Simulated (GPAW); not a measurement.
# Bi2SO2 (Pnnm): G0W0 on several meshes in GPAW

Wanted: mesh dependence and cost of G0W0 for Bi2SO2 (Pnnm).

Main program and level: GPAW 26.7.0; LDA and many-body steps on it, plane waves.

### 1. The starting structure

It takes space group Pnnm (No. 58, orthorhombic). The conventional cell has a = 3.877 Å, b = 11.964 Å, c = 3.843 Å, α = 90.00°, β = 90.00°, γ = 90.00°. Nearest to Bi lie 4 O at 2.24 to 2.38 Å and 2 S at 3.05 Å. S has 4 Bi at 3.05 Å nearest. O has 4 Bi at 2.24 to 2.38 Å nearest. Farther neighbours and most contacts between anions are not listed.

As a file:

```xyz
10
Lattice="3.8773 0.0000 0.0000 0.0000 11.9637 0.0000 0.0000 0.0000 3.8426" Properties=species:S:1:pos:R:3 pbc="T T T"
Bi    1.6259   10.2424    1.9213
Bi    2.2514    1.7213    1.9213
Bi    3.5645    7.7032    0.0000
Bi    0.3128    4.2605    0.0000
S     0.0000    0.0000    0.0000
S     1.9386    5.9818    1.9213
O     1.7099    8.9621    0.0000
O     2.1674    3.0016    0.0000
O     3.6485    8.9834    1.9213
O     0.2288    2.9803    1.9213
```

The cell and positions are those that the Materials Project relaxed with its own functionals (PBE, PBE+U or r2SCAN), kept fixed. Spin-orbit coupling is left out unless a step names it.

### 2. Empty states on the mesh, 4×1×4 mesh, 609 bands

This step: GPAW 26.7.0; DFT, LDA, plane waves, PAW.

The sums over transitions need many empty states on a uniform mesh; this step solves for them.

run.py reads:

```python
import json
import numpy as np
from gpaw.mpi import world
from gpaw import GPAW

calc = GPAW('gs.gpw').fixed_density(kpts={'size': (4, 1, 4), 'gamma': True},
    parallel={'domain': 1, 'band': 1},
    txt='nscf.txt')
calc.diagonalize_full_hamiltonian(nbands=609)
calc.write('full.gpw', mode='all')
res = {}
kpts = calc.get_ibz_k_points()
res['kpts'] = kpts
res['eigenvalues'] = [calc.get_eigenvalues(kpt=k) for k in range(len(kpts))]
res['n_electrons'] = calc.get_number_of_electrons()

if world.rank == 0:
    with open('result.json', 'w') as f:
        json.dump(res, f, default=lambda x: x.tolist())
```

On the command line:

```
mpirun -n 4 gpaw python run.py
```

Numbers of over 12 decimals in the logs are rounded to 6 here.

Log:

```text
Diagonalizing LCAO Hamiltonian
Converting LCAO to pw mode
convergence criteria:
- Maximum integral of absolute [eigenst]ate change: 4e-08 eV^2 / valence electron
maximum number of iterations: 100

SCF iterations
|iter     |     time |      energy | eigst |  dens |
|iter:   1|  |             | +0.26 |       |
|iter:   2|  |             | -1.23 |       |
|iter:   3|  |             | -2.20 |       |
[...]
|iter:  48|  |             | -6.02 |       |
|iter:  49|  |             | -6.08 |       |
[... further lines of this kind ...]
|iter:  85|  |             | -7.41c|       |
SCF steps: 85
  __  _  _
 | _ |_)|_||  |
 |__||  | ||/\| - 26.7.0

Input parameters:
  mode=PW(ecut=600.0),
  convergence={'density': 1e-06, 'bands': -3},
  gpts=array([24, 70, 24]),
  kpts=MonkhorstPack(size=(4, 1, 4), gamma=True),
  maxiter=100,
  nbands=59,
  occupations=Occupations(name='fermi-dirac', width=0.001, fixmagmom=False),
  parallel={'domain': 1, 'band': 1},
  xc=XC(name='LDA')
Matrix size: 5963x5963
# Writing to full.gpw (mode='all')
  [... matrices ...]

timing:  # [seconds]
  Total: 262.019  # ━━━━━━━━━━━━━━━━━━━━━━━━━━━━━━━━━━━━━━━━━━━━━━━━━━━━━━━━━
```

The job ended after 5.2 min (4 MPI ranks of AMD EPYC 9R14 (Zen 4), shared host; peak memory 12 GiB; 21 min of CPU time).

Numbers from this step:

```
gap                                                           : 0.7403 eV
k of the valence top                                          : 0.5, 0, 0
k of the conduction bottom                                    : 0, 0, 0
least direct gap                                              : 1.074 eV
k points computed                                             : 9
lowest point of the top converged band, above the valence top : 113.5112 eV
```

On this mesh the gap is 0.740 eV.

### 3. 4×1×4

Now the one-shot GW correction: screening in the RPA, then the self-energy of the levels asked for.

This step: G0W0 on LDA, plane waves, PAW.

run.py reads:

```python
import json
import numpy as np
from gpaw.mpi import world
from gpaw.response.g0w0 import G0W0

gw = G0W0('full.gpw',
    filename='gw',
    kpts=[0, 6],
    bands=(46, 50),
    ecut=78,
    nbands=278,
    integrate_gamma='WS',
    ppa=True)
gw.calculate()
res = {mode: {k: v for k, v in r.items() if k != 'sigma_eskwn'}
       for mode, r in gw.all_results.items()}

if world.rank == 0:
    with open('result.json', 'w') as f:
        json.dump(res, f, default=lambda x: x.tolist())
```

On the command line:

```
mpirun -n 4 gpaw python run.py
```

Log:

```text
Using integrator: PointIntegrator
FrequencyGridDescriptor(from 0.000+0.000j to 0.000+27.211j eV, 2 points)
Nonperiodic BCs:  [False False False]
Using integrator: PointIntegrator
FrequencyGridDescriptor(from 0.000+0.000j to 0.000+27.211j eV, 2 points)
Nonperiodic BCs:  [False False False]
  ___  _ _ _
 |   || | | |
 | | || | | |
 |__ ||_____|
 |___|

BZ k-points: Symmetries present (total): 4

  [... matrices ...]
16 k-points: 4 x 1 x 4 Monkhorst-Pack grid + [1/8,0.000000,1/8]
9 k-points in the irreducible part of the Brillouin zone
       k-points in crystal coordinates                weights
   0:     0.00000000    0.00000000    0.00000000          1/16
   1:     0.00000000    0.00000000    0.25000000          2/16
   2:     0.00000000    0.00000000    0.50000000          1/16
   3:     0.25000000    0.00000000    0.00000000          2/16
   4:     0.25000000    0.00000000    0.25000000          4/16
   5:     0.25000000    0.00000000    0.50000000          2/16
   6:     0.50000000    0.00000000    0.00000000          1/16
   7:     0.50000000    0.00000000    0.25000000          2/16
   8:     0.50000000    0.00000000    0.50000000          1/16

Distributing spins, k-points and bands (1 x 2 x 4) over 4 processes
Number of blocks: 1

Quasi particle states:
k-points (IBZ indices): [0, 6]
Band range: (46, 50)
  [... matrices ...]
Computational parameters:
Plane wave cut-off: 78 eV
Number of bands: 278
Coulomb cutoff: None
Broadening: 0.1 eV

fxc modes: GW
Kernel: RPA
Using Godby-Needs plasmon-pole approximation:
  Fitting energy: i*E0, E0 = 1.000 Hartree
Summing all q:

Calculating screened Coulomb potential
No Coulomb truncation
FrequencyGridDescriptor(from 0.000+0.000j to 0.000+27.211j eV, 2 points)
Removing empty qpoint cache files...

Calculating chi0 body with:
    Ground state adapter containing:
    Number of spins: 1
    Number of kpoints: 16
    Number of irreducible kpoints: 9
    Number of completely occupied states: 48
    Number of partially occupied states: 48
    Occupied states memory: 29.53125 M / cpu

    Linear response parametrization:
    q_c: [0.0, 0.0, 0.0]
    Number of frequency points: 2
    Planewave cutoff: 78.0
    Number of bands: 278
    Number of planewaves: 281
    Broadening (eta): 1e-06
    comm.size: 4
    kncomm.size: 4
    blockcomm.size: 1

    Memory estimate of potentially large arrays:
        chi0_wGG: 2.409698 M / cpu
Integrating chi0 body.

Symmetries of q_c:
    Direct symmetries (Uq -> q): 4
    Indirect symmetries (TUq -> q): 0
In total 4 allowed symmetries.

  [... matrices ...]
9 groups of equivalent kpoints. 43.75% reduction.

Integral kind: response function
Integrating chi0 head and wings.

Symmetries of q_c:
    Direct symmetries (Uq -> q): 4
    Indirect symmetries (TUq -> q): 0
In total 4 allowed symmetries.

  [... matrices ...]
9 groups of equivalent kpoints. 43.75% reduction.

Integral kind: response function wings

Calculating chi0 body with:
    Ground state adapter containing:
    Number of spins: 1
    Number of kpoints: 16
    Number of irreducible kpoints: 9
    Number of completely occupied states: 48
    Number of partially occupied states: 48
    Occupied states memory: 29.53125 M / cpu

    Linear response parametrization:
[... the further q-points ...]

Results:
f:      Occupation numbers
eps:     KS-eigenvalues [eV]
vxc:     KS vxc [eV]
exx:     Exact exchange [eV]
sigma:   Self-energies [eV]
dsigma:  Self-energy derivatives
Z:       Renormalization factors
qp:      QP-energies [eV]

k-point 0 (0): (0.000, 0.000, 0.000)                GW
band       f     eps     vxc     exx   sigma  dsigma       Z      qp
                                                                   GW
  46   1.000   6.100 -15.502 -18.245   2.598  -0.292   0.774   5.988
  47   1.000   6.188 -15.338 -17.497   2.086  -0.278   0.783   6.131
  48   0.000   7.261 -14.569 -10.665  -3.077  -0.227   0.815   7.935
  49   0.000   7.890 -14.978 -10.774  -3.078  -0.231   0.812   8.804

k-point 1 (6): (0.500, 0.000, 0.000)                GW
band       f     eps     vxc     exx   sigma  dsigma       Z      qp
                                                                   GW
  46   1.000   6.521 -17.837 -19.726   2.265  -0.282   0.780   6.814
  47   1.000   6.521 -17.837 -19.726   2.265  -0.282   0.780   6.814
  48   0.000   9.268 -15.828 -11.791  -3.015  -0.250   0.800  10.087
  49   0.000   9.268 -15.828 -11.791  -3.015  -0.250   0.800  10.087
```

Elapsed: 2.6 min, on 4 MPI ranks; peak memory 2.8 GiB; 10 min of CPU time.

This step gave:

```
G0W0 gap on the points computed              : 1.121 eV
least direct G0W0 gap on the computed points : 1.804 eV
Z at the valence top                         : 0.7800
Z at the conduction bottom                   : 0.8152
starting gap on the mesh                     : 0.7403 eV
k of the valence top                         : 0.5, 0, 0
k of the conduction bottom                   : 0, 0, 0
```

The gap on the mesh goes from 0.74 eV to 1.12 eV, a correction of +0.38 eV.

### 4. Empty states on the mesh, 2×1×2 mesh, 288 bands

This step: DFT, LDA, plane waves, PAW.

run.py reads:

```python
import json
import numpy as np
from gpaw.mpi import world
from gpaw import GPAW

calc = GPAW('gs.gpw').fixed_density(kpts={'size': (2, 1, 2), 'gamma': True},
    nbands=336,
    convergence={'bands': 288},
    txt='nscf.txt')
calc.write('full.gpw', mode='all')
res = {}
kpts = calc.get_ibz_k_points()
res['kpts'] = kpts
res['eigenvalues'] = [calc.get_eigenvalues(kpt=k) for k in range(len(kpts))]
res['n_electrons'] = calc.get_number_of_electrons()

if world.rank == 0:
    with open('result.json', 'w') as f:
        json.dump(res, f, default=lambda x: x.tolist())
```

On the command line:

```
mpirun -n 4 gpaw python run.py
```

Log:

```text
Diagonalizing LCAO Hamiltonian
Converting LCAO to pw mode
convergence criteria:
- Maximum integral of absolute [eigenst]ate change: 4e-08 eV^2 / valence electron
maximum number of iterations: 100

SCF iterations
|iter     |     time |      energy | eigst |  dens |
|iter:   1|  |             | +4.06 |       |
|iter:   2|  |             | +2.87 |       |
|iter:   3|  |             | +1.75 |       |
[...]
|iter:  14|  |             | -6.56 |       |
|iter:  15|  |             | -7.08 |       |
|iter:  16|  |             | -7.56c|       |
SCF steps: 16
  __  _  _
 | _ |_)|_||  |
 |__||  | ||/\| - 26.7.0

Input parameters:
  mode=PW(ecut=600.0),
  convergence={'bands': 288},
  gpts=array([24, 70, 24]),
  kpts=MonkhorstPack(size=(2, 1, 2), gamma=True),
  maxiter=100,
  nbands=336,
  occupations=Occupations(name='fermi-dirac', width=0.001, fixmagmom=False),
  parallel={},
  xc=XC(name='LDA')
# Writing to full.gpw (mode='all')
  [... matrices ...]

timing:  # [seconds]
  Total: 0.195  # ━━━━━━━━━━━━━━━━━━━━━━━━━━━━━━━━━━━━━━━━━━━━━━━━━━━━━━━━━━━
```

Wall time 48 s (4 MPI ranks); peak memory 1.6 GiB.

Numbers from this step:

```yaml
gap: 0.7403 eV
k_of_the_valence_top: 0.5, 0, 0
k_of_the_conduction_bottom: 0, 0, 0
least_direct_gap: 1.074 eV
k_points_computed: 4
lowest_point_of_the_top_converged_band_above_the_valence_top: 62.0751 eV
```

On this mesh the gap is 0.740 eV.

### 5. 2×1×2

This step: G0W0 on LDA, plane waves, PAW.

run.py reads:

```python
import json
import numpy as np
from gpaw.mpi import world
from gpaw.response.g0w0 import G0W0

gw = G0W0('full.gpw',
    filename='gw',
    kpts=[0, 2],
    bands=(46, 50),
    ecut=78,
    nbands=278,
    integrate_gamma='WS',
    ppa=True)
gw.calculate()
res = {mode: {k: v for k, v in r.items() if k != 'sigma_eskwn'}
       for mode, r in gw.all_results.items()}

if world.rank == 0:
    with open('result.json', 'w') as f:
        json.dump(res, f, default=lambda x: x.tolist())
```

On the command line:

```
mpirun -n 4 gpaw python run.py
```

Log:

```text
Using integrator: PointIntegrator
FrequencyGridDescriptor(from 0.000+0.000j to 0.000+27.211j eV, 2 points)
Nonperiodic BCs:  [False False False]
Using integrator: PointIntegrator
FrequencyGridDescriptor(from 0.000+0.000j to 0.000+27.211j eV, 2 points)
Nonperiodic BCs:  [False False False]
  ___  _ _ _
 |   || | | |
 | | || | | |
 |__ ||_____|
 |___|

BZ k-points: Symmetries present (total): 4

  [... matrices ...]
4 k-points: 2 x 1 x 2 Monkhorst-Pack grid + [1/4,0.000000,1/4]
4 k-points in the irreducible part of the Brillouin zone
       k-points in crystal coordinates                weights
   0:     0.00000000    0.00000000    0.00000000          1/4
   1:     0.00000000    0.00000000    0.50000000          1/4
   2:     0.50000000    0.00000000    0.00000000          1/4
   3:     0.50000000    0.00000000    0.50000000          1/4

Distributing spins, k-points and bands (1 x 2 x 4) over 4 processes
Number of blocks: 1

Quasi particle states:
k-points (IBZ indices): [0, 2]
Band range: (46, 50)
  [... matrices ...]
Computational parameters:
Plane wave cut-off: 78 eV
Number of bands: 278
Coulomb cutoff: None
Broadening: 0.1 eV

fxc modes: GW
Kernel: RPA
Using Godby-Needs plasmon-pole approximation:
  Fitting energy: i*E0, E0 = 1.000 Hartree
Summing all q:

Calculating screened Coulomb potential
No Coulomb truncation
FrequencyGridDescriptor(from 0.000+0.000j to 0.000+27.211j eV, 2 points)
Removing empty qpoint cache files...

Calculating chi0 body with:
    Ground state adapter containing:
    Number of spins: 1
    Number of kpoints: 4
    Number of irreducible kpoints: 4
    Number of completely occupied states: 48
    Number of partially occupied states: 48
    Occupied states memory: 29.53125 M / cpu

    Linear response parametrization:
    q_c: [0.0, 0.0, 0.0]
[...]
Planewave cutoff: 78.0
    Number of bands: 278
    Number of planewaves: 281
    Broadening (eta): 1e-06
    comm.size: 4
    kncomm.size: 4
    blockcomm.size: 1

    Memory estimate of potentially large arrays:
        chi0_wGG: 2.409698 M / cpu
Integrating chi0 body.

Symmetries of q_c:
    Direct symmetries (Uq -> q): 4
    Indirect symmetries (TUq -> q): 0
In total 4 allowed symmetries.

  [... matrices ...]
4 groups of equivalent kpoints. 0.0% reduction.

Integral kind: response function
Integrating chi0 head and wings.

Symmetries of q_c:
    Direct symmetries (Uq -> q): 4
    Indirect symmetries (TUq -> q): 0
In total 4 allowed symmetries.

  [... matrices ...]
4 groups of equivalent kpoints. 0.0% reduction.

Integral kind: response function wings

Calculating chi0 body with:
    Ground state adapter containing:
    Number of spins: 1
    Number of kpoints: 4
    Number of irreducible kpoints: 4
    Number of completely occupied states: 48
    Number of partially occupied states: 48
    Occupied states memory: 29.53125 M / cpu

    Linear response parametrization:
    q_c: [0.0, 0.0, 0.5]
[... the further q-points ...]

Results:
f:      Occupation numbers
eps:     KS-eigenvalues [eV]
vxc:     KS vxc [eV]
exx:     Exact exchange [eV]
sigma:   Self-energies [eV]
dsigma:  Self-energy derivatives
Z:       Renormalization factors
qp:      QP-energies [eV]

k-point 0 (0): (0.000, 0.000, 0.000)                GW
band       f     eps     vxc     exx   sigma  dsigma       Z      qp
                                                                   GW
  46   1.000   6.100 -15.502 -18.671   2.918  -0.292   0.774   5.907
  47   1.000   6.188 -15.338 -17.882   2.389  -0.277   0.783   6.067
  48   0.000   7.261 -14.569 -10.303  -3.458  -0.233   0.811   7.916
[...]
k-point 1 (2): (0.500, 0.000, 0.000)                GW
band       f     eps     vxc     exx   sigma  dsigma       Z      qp
                                                                   GW
[...]
48   0.000   9.268 -15.828 -11.531  -3.289  -0.254   0.797  10.073
  49   0.000   9.268 -15.828 -11.531  -3.289  -0.254   0.797  10.073
```

Wall time 33 s (4 MPI ranks); peak memory 2.6 GiB.

Numbers from this step:

| Quantity | Value |
| --- | --- |
| G0W0 gap on the points computed | 1.114 eV |
| least direct G0W0 gap on the computed points | 1.849 eV |
| Z at the valence top | 0.7786 |
| Z at the conduction bottom | 0.8111 |
| starting gap on the mesh | 0.7403 eV |
| k of the valence top | 0.5, 0, 0 |
| k of the conduction bottom | 0, 0, 0 |

Against G0W0 in GPAW (4×1×4 mesh, 278 bands, screening to 78 eV, Godby-Needs plasmon pole), the gap moves by −0.007 eV.

### 6. The runs together

Times are wall times on 4 MPI ranks of AMD EPYC 9R14 (Zen 4), shared host, good to a factor of about two.

```csv
run,mesh,bands,screening cutoff (eV),DFT gap (eV),gap on the mesh (eV),direct (eV),time
4×1×4,4×1×4,278,78,0.740,1.121,1.804,2.6 min
2×1×2,2×1×2,278,78,0.740,1.114,1.849,33 s
```

### 7. What came out

| Property | Result |
| --- | --- |
| 4×1×4 | 1.121 eV |
| 2×1×2 | 1.114 eV |
| known limits | not at the basis limit; no spin-orbit coupling; coarse k mesh |

2×1×2: −0.007 eV against 4×1×4. Bands and cutoff are finite, so the gap is not at the basis limit. The miss can reach some tenths of an eV and take either sign; the mesh is an error of its own. These stock PAW sets were not made for GW. In the G0W0 runs levels were corrected at 2 k points alone, so a gap called «on the mesh» is the least over those, and an edge elsewhere would be missed. The 4×1×4 mesh is coarse for this cell, which bears on the long-range parts of exchange and screening. Mesh or cutoff lie under what a gap needs, so these runs test behaviour and cost; their gaps are not to be quoted. Where an edge is built on 6p states of lead, bismuth or thallium, scalar-relativistic gaps usually stand too wide, by a few tenths to over one eV. The many-body steps are scalar-relativistic: spin-orbit coupling is not in them.

[Paths, hosts, dates, memory and timing lines, banners, echoed tables and standing remarks are left out of the program output.]

[Logs are printed without paths, hosts, clocks, repeated set-up lines and the standing remarks that a program may print on its own settings, such as how far it seeks lower states.]

[Runs of the session that timed out or met a known fault of the program may be left out.]

[Hosts, paths, dates, database ids (printed as entryN), source tags and the programs' standing remarks are cut or masked in the printed files.]
